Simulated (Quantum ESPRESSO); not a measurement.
# Hf2CO2 MXene, 1 layer, stepped through the field along the normal, part 3 of 4

Wanted: a table for Hf2CO2 MXene, 1 layer against the field along the normal, and what can be fitted to it.

Quantum ESPRESSO 7.5; plane-wave DFT, PBE, GBRV ultrasoft pseudopotentials.

So far. Step 2 (Variable-cell relaxation of the reference):  The last row is no step: it is a fresh SCF in the final cell with a new plane-wave basis, -0 meV from the row before.

## Step 5: Band structure, 0 V/Å

Bands along a path place the edges.

m0.bands.in reads:

```
&control
  prefix = 'm0.bands'
  outdir = './out'
  pseudo_dir = './pseudo'
  calculation = 'bands'
  tefield = .true.
  dipfield = .true.
/
&system
  ibrav = 0
  nat = 5
  ntyp = 3
  ecutwfc = 40
  ecutrho = 200
  occupations = 'smearing'
  smearing = 'fd'
  degauss = 0.002
  edir = 3
  emaxpos = 0.97
  eopreg = 0.04
  eamp = 0.0
  nbnd = 26
/
&electrons
  conv_thr = 1e-07
  mixing_beta = 0.4
  electron_maxstep = 120
  mixing_mode = 'local-TF'
/
ATOMIC_SPECIES
  O   15.9990  o_pbe_v1.2.uspp.F.UPF
  Hf  178.4900  hf_pbe_v1.uspp.F.UPF
  C   12.0110  c_pbe_v1.2.uspp.F.UPF
CELL_PARAMETERS angstrom
  3.25885805400000 0.00000000000000 0.00000000000000
  -1.62942902700000 2.82225386200000 0.00000000000000
  0.00000000000000 0.00000000000000 21.95294679600000
ATOMIC_POSITIONS crystal
  O   0.333333333300 0.666666666700 0.394817234100
  Hf  0.666666666700 0.333333333300 0.437351709200
  C   0.000000000000 0.000000000000 0.500000000000
  Hf  0.333333333300 0.666666666700 0.562648290800
  O   0.666666666700 0.333333333300 0.605182765900
K_POINTS crystal_b
4
  0.0000000000 0.0000000000 0.0000000000 10
  0.5000000000 0.0000000000 0.0000000000 10
  0.3333333333 0.3333333333 0.0000000000 10
  0.0000000000 0.0000000000 0.0000000000 1
```

Launch:

```
$ cp -r out/m0.scf.save out/m0.bands.save
$ cp out/m0.scf.xml out/m0.bands.xml
$ OMP_NUM_THREADS=1 mpirun -n 4 pw.x -nk 4 -in m0.bands.in > m0.bands.out
```

What it wrote:

```text
[banner, memory and clock lines left out]
Program PWSCF v.7.5 starts

          URL

     Presently no symmetry can be used with electric field

     Atomic positions and unit cell read from directory:
     ./out/m0.bands.save/

     G-vector sticks info

     bravais-lattice index     =            0
     lattice parameter (alat)  =       6.1583  a.u.
     unit-cell volume          =    1362.5453 (a.u.)^3
     number of atoms/cell      =            5
     number of atomic types    =            3
     number of electrons       =        40.00
     number of Kohn-Sham states=           26
     kinetic-energy cutoff     =      40.0000  Ry
     charge density cutoff     =     200.0000  Ry
     Exchange-correlation= SLA  PW   PBE  PBE
                           (   1   4   3   4   0   0   0)

     celldm(1)=   6.158349  celldm(2)=   0.000000  celldm(3)=   0.000000
     celldm(4)=   0.000000  celldm(5)=   0.000000  celldm(6)=   0.000000

     crystal axes: (cart. coord. in units of alat)
               a(1) = (   1.000000   0.000000   0.000000 )
               a(2) = (  -0.500000   0.866025   0.000000 )
               a(3) = (   0.000000   0.000000   6.736392 )

     reciprocal axes: (cart. coord. in units 2 pi/alat)
               b(1) = (  1.000000  0.577350 -0.000000 )
               b(2) = (  0.000000  1.154701  0.000000 )
               b(3) = (  0.000000 -0.000000  0.148447 )

     PseudoPot. # 1 for O  read from file:
     ./pseudo/o_pbe_v1.2.uspp.F.UPF
     Pseudo is Ultrasoft + core correction, Zval =  6.0
     Generated by new atomic code, or converted to UPF format
     Using radial grid of  737 points,  5 beta functions with:
                l(1) =   0
                l(2) =   0
                l(3) =   1
                l(4) =   1
                l(5) =   2
     Q(r) pseudized with  8 coefficients,  rinner =    0.900   0.900   0.900
                                                       0.900   0.900

     PseudoPot. # 2 for Hf read from file:
     ./pseudo/hf_pbe_v1.uspp.F.UPF
     Pseudo is Ultrasoft + core correction, Zval = 12.0
     Generated by new atomic code, or converted to UPF format
     Using radial grid of  921 points,  8 beta functions with:
                l(1) =   0
                l(2) =   0
                l(3) =   0
                l(4) =   1
                l(5) =   1
                l(6) =   2
                l(7) =   2
                l(8) =   3
     Q(r) pseudized with  6 coefficients,  rinner =    1.200   1.200   1.200
                                                       1.200   1.200   1.200
                                                       1.200

     PseudoPot. # 3 for C  read from file:
     ./pseudo/c_pbe_v1.2.uspp.F.UPF
     Pseudo is Ultrasoft + core correction, Zval =  4.0
     Generated by new atomic code, or converted to UPF format
     Using radial grid of  721 points,  4 beta functions with:
                l(1) =   0
                l(2) =   0
                l(3) =   1
                l(4) =   1
     Q(r) pseudized with  8 coefficients,  rinner =    1.100   1.100   1.100

     atomic species   valence    mass     pseudopotential
     O                 6.00    15.99900     O ( 1.00)
     Hf               12.00   178.49000     Hf( 1.00)
     C                 4.00    12.01100     C ( 1.00)

     No symmetry found

   Cartesian axes

     site n.     atom                  positions (alat units)
         1        O      tau(   1) = (  -0.0000000   0.5773503   2.6596438  )
         2        Hf     tau(   2) = (   0.5000000   0.2886751   2.9461728  )
         3        C      tau(   3) = (   0.0000000   0.0000000   3.3681962  )
         4        Hf     tau(   4) = (  -0.0000000   0.5773503   3.7902197  )
         5        O      tau(   5) = (   0.5000000   0.2886751   4.0767486  )

     number of k points=    31  Fermi-Dirac smearing, width (Ry)=  0.0020
                       cart. coord. in units 2pi/alat
        k(    1) = (   0.0000000   0.0000000   0.0000000), wk =   0.0645161
        k(    2) = (   0.0500000   0.0288675   0.0000000), wk =   0.0645161
        k(    3) = (   0.1000000   0.0577350   0.0000000), wk =   0.0645161
        k(    4) = (   0.1500000   0.0866025   0.0000000), wk =   0.0645161
        k(    5) = (   0.2000000   0.1154701   0.0000000), wk =   0.0645161
        k(    6) = (   0.2500000   0.1443376   0.0000000), wk =   0.0645161
        k(    7) = (   0.3000000   0.1732051   0.0000000), wk =   0.0645161
        k(    8) = (   0.3500000   0.2020726   0.0000000), wk =   0.0645161
        k(    9) = (   0.4000000   0.2309401   0.0000000), wk =   0.0645161
        k(   10) = (   0.4500000   0.2598076   0.0000000), wk =   0.0645161
        k(   11) = (   0.5000000   0.2886751   0.0000000), wk =   0.0645161
        k(   12) = (   0.4833333   0.3175426   0.0000000), wk =   0.0645161
        k(   13) = (   0.4666667   0.3464102   0.0000000), wk =   0.0645161
        k(   14) = (   0.4500000   0.3752777   0.0000000), wk =   0.0645161
        k(   15) = (   0.4333333   0.4041452   0.0000000), wk =   0.0645161
        k(   16) = (   0.4166667   0.4330127   0.0000000), wk =   0.0645161
        k(   17) = (   0.4000000   0.4618802   0.0000000), wk =   0.0645161
        k(   18) = (   0.3833333   0.4907477   0.0000000), wk =   0.0645161
        k(   19) = (   0.3666667   0.5196152   0.0000000), wk =   0.0645161
        k(   20) = (   0.3500000   0.5484828   0.0000000), wk =   0.0645161
        k(   21) = (   0.3333333   0.5773503   0.0000000), wk =   0.0645161
        k(   22) = (   0.3000000   0.5196152   0.0000000), wk =   0.0645161
        k(   23) = (   0.2666667   0.4618802   0.0000000), wk =   0.0645161
        k(   24) = (   0.2333333   0.4041452   0.0000000), wk =   0.0645161
        k(   25) = (   0.2000000   0.3464102   0.0000000), wk =   0.0645161
        k(   26) = (   0.1666667   0.2886751   0.0000000), wk =   0.0645161
        k(   27) = (   0.1333333   0.2309401   0.0000000), wk =   0.0645161
        k(   28) = (   0.1000000   0.1732051   0.0000000), wk =   0.0645161
        k(   29) = (   0.0666667   0.1154701   0.0000000), wk =   0.0645161
        k(   30) = (   0.0333333   0.0577350   0.0000000), wk =   0.0645161
        k(   31) = (   0.0000000   0.0000000   0.0000000), wk =   0.0645161

     Dense  grid:    64963 G-vectors     FFT dimensions: (  27,  27, 192)

     Smooth grid:    46727 G-vectors     FFT dimensions: (  25,  25, 180)

     Check: negative core charge=   -0.000018

     The potential is recalculated from file :
     ./out/m0.bands.save/charge-density

     negative rho (up, down):  2.209E-01 0.000E+00

     Adding external electric field

     Computed dipole along edir(3) :
[...]
k = 0.2500 0.1443 0.0000 (  5815 PWs)   bands (ev):

   -61.3766 -61.3644 -30.2727 -30.2574 -30.1941 -29.9946 -29.9487 -29.8987
   -17.9748 -17.9502  -9.7907  -5.3418  -4.5492  -4.2498  -4.2339  -4.0593
    -3.6280  -2.1449  -0.8712  -0.7184   1.8350   3.8859   4.0412   4.6433
     4.7745   5.2210

          k = 0.3000 0.1732 0.0000 (  5823 PWs)   bands (ev):

   -61.3707 -61.3602 -30.3665 -30.2996 -30.2188 -29.9977 -29.9723 -29.9171
   -17.9002 -17.8912  -9.6319  -5.3816  -4.6077  -4.1501  -4.0396  -3.9851
    -3.7417  -2.3039  -1.0489  -0.8215   1.6738   3.9830   4.3692   4.8015
     4.9763   5.5619

          k = 0.3500 0.2021 0.0000 (  5827 PWs)   bands (ev):

   -61.3653 -61.3565 -30.4542 -30.3878 -30.1840 -30.0003 -29.9933 -29.9340
   -17.8481 -17.8389  -9.4327  -5.4520  -4.8369  -4.0876  -3.9180  -3.8894
    -3.6531  -2.4028  -1.1784  -0.8589   1.5311   3.9865   4.7354   4.8986
     5.1542   5.8188

          k = 0.4000 0.2309 0.0000 (  5812 PWs)   bands (ev):

   -61.3609 -61.3537 -30.5238 -30.4569 -30.1525 -30.0098 -30.0042 -29.9474
   -17.8166 -17.7981  -9.2217  -5.6438  -4.9970  -4.0590  -3.8633  -3.7239
    -3.5086  -2.5415  -1.2162  -0.8537   1.4194   3.9538   5.0092   5.1171
     5.1901   5.9700

          k = 0.4500 0.2598 0.0000 (  5826 PWs)   bands (ev):

   -61.3579 -61.3520 -30.5683 -30.5007 -30.1298 -30.0202 -30.0090 -29.9560
   -17.7990 -17.7742  -9.0497  -5.8792  -5.0231  -4.0497  -3.8283  -3.5580
    -3.4296  -2.6852  -1.2024  -0.8349   1.3507   3.9224   5.0923   5.1836
     5.4485   6.0263

          k = 0.5000 0.2887 0.0000 (  5844 PWs)   bands (ev):

   -61.3569 -61.3515 -30.5836 -30.5157 -30.1212 -30.0239 -30.0114 -29.9590
   -17.7934 -17.7663  -8.9812  -5.9794  -5.0197  -4.0479  -3.8164  -3.4625
    -3.4289  -2.7505  -1.1907  -0.8258   1.3281   3.9101   5.1012   5.2020
     5.5976   6.0270

          k = 0.4833 0.3175 0.0000 (  5824 PWs)   bands (ev):

   -61.3568 -61.3514 -30.5811 -30.5137 -30.1203 -30.0314 -30.0089 -29.9636
   -17.7910 -17.7644  -8.9812  -5.9602  -5.0139  -4.0369  -3.8362  -3.4663
    -3.4275  -2.7425  -1.1965  -0.8904   1.3892   3.9167   5.0592   5.1827
     5.5898   6.0213

          k = 0.4667 0.3464 0.0000 (  5840 PWs)   bands (ev):

   -61.3564 -61.3513 -30.5738 -30.5079 -30.1176 -30.0486 -30.0067 -29.9775
   -17.7841 -17.7590  -8.9811  -5.9028  -4.9962  -4.0056  -3.8910  -3.4789
    -3.4257  -2.7189  -1.2164  -1.0609   1.5506   3.9374   4.9414   5.1298
     5.5727   6.0031

          k = 0.4500 0.3753 0.0000 (  5846 PWs)   bands (ev):

   -61.3559 -61.3510 -30.5617 -30.4984 -30.1133 -30.0731 -30.0064 -29.9996
   -17.7734 -17.7506  -8.9802  -5.8088  -4.9660  -3.9705  -3.9583  -3.5037
    -3.4270  -2.6806  -1.2896  -1.2566   1.7698   3.9738   4.7712   5.0550
     5.5554   5.9719

          k = 0.4333 0.4041 0.0000 (  5848 PWs)   bands (ev):

   -61.3551 -61.3507 -30.5454 -30.4858 -30.1079 -30.1037 -30.0279 -30.0076
   -17.7600 -17.7402  -8.9778  -5.6806  -4.9231  -4.0638  -3.9015  -3.5475
    -3.4336  -2.6287  -1.5320  -1.3237   2.0116   4.0249   4.5772   4.9719
     5.5420   5.9284

          k = 0.4167 0.4330 0.0000 (  5826 PWs)   bands (ev):

   -61.3543 -61.3503 -30.5250 -30.4705 -30.1392 -30.1030 -30.0591 -30.0101
   -17.7452 -17.7289  -8.9731  -5.5219  -4.8686  -4.1618  -3.8426  -3.6194
    -3.4454  -2.5645  -1.7527  -1.4210   2.2527   4.0823   4.3827   4.8949
     5.5344   5.8755

          k = 0.4000 0.4619 0.0000 (  5820 PWs)   bands (ev):

   -61.3533 -61.3500 -30.5014 -30.4537 -30.1779 -30.1113 -30.0784 -30.0141
   -17.7305 -17.7178  -8.9658  -5.3378  -4.8047  -4.2576  -3.8017  -3.7147
    -3.4618  -2.4898  -1.9256  -1.5469   2.4769   4.1269   4.2050   4.8413
     5.5347   5.8171

          k = 0.3833 0.4907 0.0000 (  5812 PWs)   bands (ev):

   -61.3524 -61.3498 -30.4755 -30.4369 -30.2170 -30.1411 -30.0744 -30.0193
   -17.7172 -17.7081  -8.9559  -5.1350  -4.7354  -4.3461  -3.9095  -3.7088
    -3.4821  -2.4065  -2.0381  -1.6942   2.6719   4.0586   4.1349   4.8259
     5.5444   5.7583

          k = 0.3667 0.5196 0.0000 (  5832 PWs)   bands (ev):

   -61.3515 -61.3497 -30.4492 -30.4226 -30.2535 -30.1708 -30.0653 -30.0261
   -17.7064 -17.7007  -8.9449  -4.9224  -4.6650  -4.4242  -4.0974  -3.6612
    -3.5062  -2.3170  -2.0949  -1.8506   2.8247   3.9583   4.0989   4.8444
     5.5634   5.7040

          k = 0.3500 0.5485 0.0000 (  5828 PWs)   bands (ev):

   -61.3507 -61.3498 -30.4261 -30.4140 -30.2817 -30.1917 -30.0548 -30.0342
   -17.6991 -17.6964  -8.9352  -4.7121  -4.5983  -4.4894  -4.3029  -3.6145
    -3.5353  -2.2239  -2.1123  -1.9997   2.9207   3.9220   4.0341   4.8714
     5.5898   5.6583

          k = 0.3333 0.5774 0.0000 (  5832 PWs)   bands (ev):

   -61.3502 -61.3500 -30.4140 -30.4138 -30.2932 -30.1990 -30.0442 -30.0441
   -17.6959 -17.6956  -8.9309  -4.5671  -4.5480  -4.4929  -4.4928  -3.5716
    -3.5716  -2.1432  -2.1087  -2.1087   2.9514   3.9600   3.9601   4.8831
     5.6213   5.6214

          k = 0.3000 0.5196 0.0000 (  5828 PWs)   bands (ev):

   -61.3517 -61.3497 -30.4319 -30.4274 -30.2559 -30.1752 -30.0689 -30.0236
   -17.7059 -17.7022  -8.9588  -4.8195  -4.6465  -4.4353  -4.2196  -3.6586
    -3.5071  -2.2323  -2.0911  -1.9325   2.8700   3.8325   4.1962   4.8356
     5.5598   5.6984

          k = 0.2667 0.4619 0.0000 (  5822 PWs)   bands (ev):

   -61.3548 -61.3505 -30.4442 -30.4372 -30.1887 -30.1250 -30.0999 -30.0059
   -17.7317 -17.7264  -9.0644  -4.9388  -4.7438  -4.3605  -4.1829  -3.6809
    -3.4959  -2.1347  -2.0979  -1.7295   2.7188   3.7551   4.4496   4.7145
     5.5105   5.8058

          k = 0.2333 0.4041 0.0000 (  5822 PWs)   bands (ev):

   -61.3594 -61.3528 -30.4293 -30.4145 -30.1443 -30.1117 -30.0697 -29.9917
   -17.7722 -17.7683  -9.2492  -4.8828  -4.8592  -4.2880  -4.2817  -3.6650
    -3.5567  -2.1299  -1.9350  -1.4909   2.5649   3.7046   4.5534   4.5643
     5.4961   5.8577

          k = 0.2000 0.3464 0.0000 (  5804 PWs)   bands (ev):

   -61.3652 -61.3564 -30.3818 -30.3556 -30.1826 -30.0501 -30.0225 -29.9763
   -17.8288 -17.8267  -9.4726  -5.0436  -4.6895  -4.3874  -4.1514  -3.7223
    -3.6659  -2.1624  -1.6977  -1.2142   2.4294   3.6191   4.4359   4.5631
     5.4470   5.6688

          k = 0.1667 0.2887 0.0000 (  5800 PWs)   bands (ev):

   -61.3719 -61.3610 -30.3069 -30.2684 -30.2228 -29.9994 -29.9937 -29.9464
   -17.9083 -17.8943  -9.6820  -5.1692  -4.5922  -4.4766  -4.0287  -3.8745
    -3.6903  -2.1288  -1.4108  -0.9377   2.3328   3.4506   4.4421   4.5055
     5.2019   5.2724

          k = 0.1333 0.2309 0.0000 (  5790 PWs)   bands (ev):

   -61.3788 -61.3661 -30.2722 -30.2181 -30.1509 -29.9897 -29.9473 -29.9101
   -18.0043 -17.9719  -9.8411  -5.2327  -4.5920  -4.5565  -4.1026  -4.0898
    -3.5715  -1.8841  -1.0683  -0.7206   2.3102   3.2459   4.3312   4.5016
     4.7911   4.8614

          k = 0.1000 0.1732 0.0000 (  5802 PWs)   bands (ev):

   -61.3852 -61.3709 -30.3094 -30.1388 -30.0368 -29.9713 -29.9116 -29.8798
   -18.1079 -18.0525  -9.9380  -5.2555  -4.6382  -4.5989  -4.3079  -4.2041
    -3.6031  -1.3498  -0.7979  -0.5281   2.3897   3.0565   3.9251   4.3946
     4.5667   4.6134

          k = 0.0667 0.1155 0.0000 (  5817 PWs)   bands (ev):

   -61.3903 -61.3750 -30.3391 -30.0949 -29.9366 -29.9306 -29.8863 -29.8579
   -18.2030 -18.1250  -9.9819  -5.2848  -4.6818  -4.6030  -4.4405  -4.2808
    -3.7537  -0.8639  -0.6556  -0.1604   2.5557   2.8727   3.4310   4.2902
     4.4105   4.4694

          k = 0.0333 0.0577 0.0000 (  5845 PWs)   bands (ev):

   -61.3937 -61.3777 -30.3581 -30.0810 -29.8867 -29.8756 -29.8638 -29.8454
   -18.2706 -18.1759  -9.9942  -5.3266  -4.6960  -4.6624  -4.3978  -4.3327
    -3.9052  -1.0386  -0.0007   0.1702   2.6991   2.7044   3.0138   4.2184
     4.3140   4.3793

          k = 0.0000 0.0000 0.0000 (  5843 PWs)   bands (ev):

   -61.3949 -61.3786 -30.3646 -30.0781 -29.8684 -29.8684 -29.8416 -29.8416
   -18.2952 -18.1943  -9.9955  -5.3465  -4.6939  -4.6939  -4.3535  -4.3535
    -3.9681  -1.1242   0.3045   0.3045   2.6306   2.6306   2.9443   4.1416
     4.3108   4.3108

     XML data file, pseudopotentials, collected wavefunctions

                                        0.00s GPU  (     360 calls)
[key lines of the parts left out:]
Dipole field          0.0000 Ry au,
```

Run time: 13 s. Hardware: 4 MPI ranks of Intel Xeon Platinum 8488C (Sapphire Rapids), shared host; peak memory 0.39 GiB.

This step gave:

| Quantity | Value |
| --- | --- |
| valence top, on the run's zero | 0.3045 eV |
| gap by band count | 1.024 eV |

Band numbers count within the set of bands kept for display. The electronic bands at the labelled points (eV, zero at the highest filled level of the SCF mesh; v1 is the highest filled band, c1 the lowest empty one):

```csv
point,v4,v3,v2,v1,c1,c2,c3,c4
Γ,-4.27,-1.43,0.00,0.00,2.33,2.33,2.64,3.84
halfway,-3.93,-2.45,-1.18,-1.02,1.53,3.58,3.74,4.34
M,-3.73,-3.06,-1.50,-1.13,1.02,3.61,4.80,4.90
halfway,-3.75,-2.87,-2.06,-1.73,1.95,3.78,4.08,4.59
K,-3.88,-2.45,-2.41,-2.41,2.65,3.66,3.66,4.58
halfway,-4.00,-2.43,-1.72,-1.24,2.03,3.15,4.14,4.20
Γ,-4.27,-1.43,0.00,0.00,2.33,2.33,2.64,3.84
```

Along this path the valence top lies at Γ and the conduction bottom at M.

## Step 6: Self-consistent run, 0.05 V/Å

m1.scf.in reads:

```
&control
  prefix = 'm1.scf'
  outdir = './out'
  pseudo_dir = './pseudo'
  calculation = 'scf'
  tprnfor = .true.
  tefield = .true.
  dipfield = .true.
/
&system
  ibrav = 0
  nat = 5
  ntyp = 3
  ecutwfc = 40
  ecutrho = 200
  occupations = 'smearing'
  smearing = 'fd'
  degauss = 0.002
  edir = 3
  emaxpos = 0.97
  eopreg = 0.04
  eamp = 0.00097235
  nbnd = 26
/
&electrons
  conv_thr = 1e-09
  mixing_beta = 0.4
  electron_maxstep = 120
  mixing_mode = 'plain'
  startingpot = 'file'
/
ATOMIC_SPECIES
  O   15.9990  o_pbe_v1.2.uspp.F.UPF
  Hf  178.4900  hf_pbe_v1.uspp.F.UPF
  C   12.0110  c_pbe_v1.2.uspp.F.UPF
CELL_PARAMETERS angstrom
  3.25885805400000 0.00000000000000 0.00000000000000
  -1.62942902700000 2.82225386200000 0.00000000000000
  0.00000000000000 0.00000000000000 21.95294679600000
ATOMIC_POSITIONS crystal
  O   0.333333333300 0.666666666700 0.394817234100
  Hf  0.666666666700 0.333333333300 0.437351709200
  C   0.000000000000 0.000000000000 0.500000000000
  Hf  0.333333333300 0.666666666700 0.562648290800
  O   0.666666666700 0.333333333300 0.605182765900
K_POINTS automatic
  12 12 1 0 0 0
```

Launch:

```
$ cp -r out/m0.scf.save out/m1.scf.save
$ OMP_NUM_THREADS=1 mpirun -n 4 pw.x -nk 4 -in m1.scf.in > m1.scf.out
```

What it wrote:

```text
[banner, memory and clock lines left out]
Program PWSCF v.7.5 starts
[...]
number of electrons       =        40.00
     number of Kohn-Sham states=           26
     kinetic-energy cutoff     =      40.0000  Ry
     charge density cutoff     =     200.0000  Ry
[...]
number of k points=    74  Fermi-Dirac smearing, width (Ry)=  0.0020
[...]
Dense  grid:    64963 G-vectors     FFT dimensions: (  27,  27, 192)
[...]
The initial density is read from file :
[...]
negative rho (up, down):  2.209E-01 0.000E+00
[...]
Starting wfcs are   38 randomized atomic wfcs
[...]
negative rho (up, down):  2.209E-01 0.000E+00
[...]
estimated scf accuracy    <       0.00157852 Ry
[...]
negative rho (up, down):  2.209E-01 0.000E+00
[...]
estimated scf accuracy    <       0.01181326 Ry
[...]
negative rho (up, down):  2.209E-01 0.000E+00
[...]
estimated scf accuracy    <       0.00000865 Ry
[...]
negative rho (up, down):  2.209E-01 0.000E+00
[...]
estimated scf accuracy    <       0.00000361 Ry
[...]
negative rho (up, down):  2.209E-01 0.000E+00
[...]
estimated scf accuracy    <       0.00000061 Ry
[...]
negative rho (up, down):  2.209E-01 0.000E+00
[...]
estimated scf accuracy    <       0.00000004 Ry
[...]
negative rho (up, down):  2.209E-01 0.000E+00
[...]
estimated scf accuracy    <       0.00000002 Ry
[...]
negative rho (up, down):  2.209E-01 0.000E+00
[...]
Computed dipole along edir(3) :
        Dipole                0.0264 Ry au,          0.0672 Debye
        Dipole field          0.0002 Ry au,
        E field amplitude [Ha a.u.]:  9.7235E-04
        Potential amp.        0.0580 Ry
        Total length         39.8257 bohr
[...]
the Fermi energy is     0.8148 ev
!    total energy              =    -394.57520320 Ry
     estimated scf accuracy    <          8.8E-10 Ry
     smearing contrib. (-TS)   =      -0.00000000 Ry
     internal energy E=F+TS    =    -394.57520320 Ry
[...]
one-electron contribution =   -2296.93807276 Ry
     hartree contribution      =    1151.03450828 Ry
     xc contribution           =    -169.91874588 Ry
     ewald contribution        =     921.24715214 Ry
     electric field correction =      -0.00004498 Ry
     convergence has been achieved in   8 iterations
     negative rho (up, down):  2.209E-01 0.000E+00
[...]
Total force =     0.005605     Total SCF correction =     0.000147
[...]
```

It took 40 s on 4 MPI ranks; peak memory 0.91 GiB.

This step gave:

* free energy: -5368.4691 eV
* Fermi energy: 0.8148 eV
* dipole along the normal: 0.01399 e·Å
* valence top, on the run's zero: 0.3128 eV
* conduction bottom, on the run's zero: 1.336 eV
* gap by band count: 1.023 eV

(Continued in part 4 of 4.)

[Logs are printed without paths, hosts, clocks, repeated set-up lines and the standing remarks that a program may print on its own settings, such as how far it seeks lower states.]

[Hosts, paths, dates, database ids (printed as entryN), source tags and the programs' standing remarks are cut or masked in the printed files.]

[Maps of the electrostatic potential energy from Ansatz leave out the sawtooth potential of an applied field or a dipole correction, so their vacuum need not be flat; planar profiles and work functions include it.]
